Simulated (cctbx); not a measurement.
# Reading a Patterson map

Space group Pmma (no. 51), a = 5.0310 Å, b = 3.4330 Å, c = 5.3650 Å, α = 90.00°, β = 90.00°, γ = 90.00°, content In2 Cd2 H2.

The data are simulated with cctbx, not measured: Cu Kα, λ = 1.54184 Å, to d = 0.8 Å, 70 % of the full sphere, strongest reflection 70000 counts, noise from counting, a 3 % proportional error and a noise floor of 2 counts (s.d.); no absorption.

Patterson synthesis, origin scaled to 1000:

```text
Patterson group P m m m
      u       v       w   height  length (A)
  0.000   0.000   0.000   1000.0     0.00
  0.500   0.500   0.000    799.1     3.05
  0.000   0.500   0.500    726.7     3.18
  0.500   0.000   0.500    651.8     3.68
  0.000   0.225   0.144      8.7     1.09
  0.158   0.283   0.500      4.5     2.96
  0.159   0.215   0.081      1.9     1.17
  0.332   0.334   0.093      1.4     2.09
  0.325   0.193   0.425      0.5     2.88
  0.157   0.107   0.134     -0.0     1.13
  0.500   0.000   0.170     -3.4     2.68
  0.000   0.500   0.210     -4.3     2.05
  0.500   0.500   0.379     -7.3     3.66
  0.000   0.000   0.357     -9.2     1.91
```

**Question.** Which atom pairs make the peaks, and where is the heaviest atom?

A peak at u stands for all pairs with xi − xj = u, with weight Σ ZiZj against Σ Z² = 9412 at the origin. Peak heights follow these weights only roughly, since form factors, motion and series ripples differ, all vectors within 0.55 Å of a peak are counted as merged into it though the farther ones add only part of their weight, and F(000) is left out, which lowers the whole map:

| u | v | w | shortest length (Å) | height | 1000 ΣZiZj/ΣZ² | pairs in the cell |
| --- | --- | --- | --- | --- | --- | --- |
| 0.500 | 0.500 | 0.000 | 3.05 | 799 | 1000 | 4 × In–Cd |
| 0.000 | 0.500 | 0.500 | 3.18 | 727 | 1000 | 4 × In–Cd |
| 0.500 | 0.000 | 0.500 | 3.68 | 652 | 1000 | 2 × In–In, 2 × Cd–Cd |

The table stops at ten peaks or at a height of 45, below which ripples compete. In the model behind the data In, the heaviest element, has 1 independent site: (1/4, 1/2, 0.7461), up to an allowed shift of origin; the In–In vectors are differences of these positions and their symmetry mates. Elements of similar Z can't be told apart from the map alone. The whole model:

| atom | mult. | x | y | z | Ueq (Å²) |
| --- | --- | --- | --- | --- | --- |
| In1 | 2 | 1/4 | 1/2 | 0.7461 | 0.0202 |
| Cd1 | 2 | 1/4 | 0 | 0.2953 | 0.0171 |
| H1 | 2 | 0 | 0 | 0 | 0.0706 |

This is a model crystal, built by substitution and not relaxed, with assumed displacement parameters.

[Logs are printed without paths, hosts, clocks, repeated set-up lines and the standing remarks that a program may print on its own settings, such as how far it seeks lower states.]
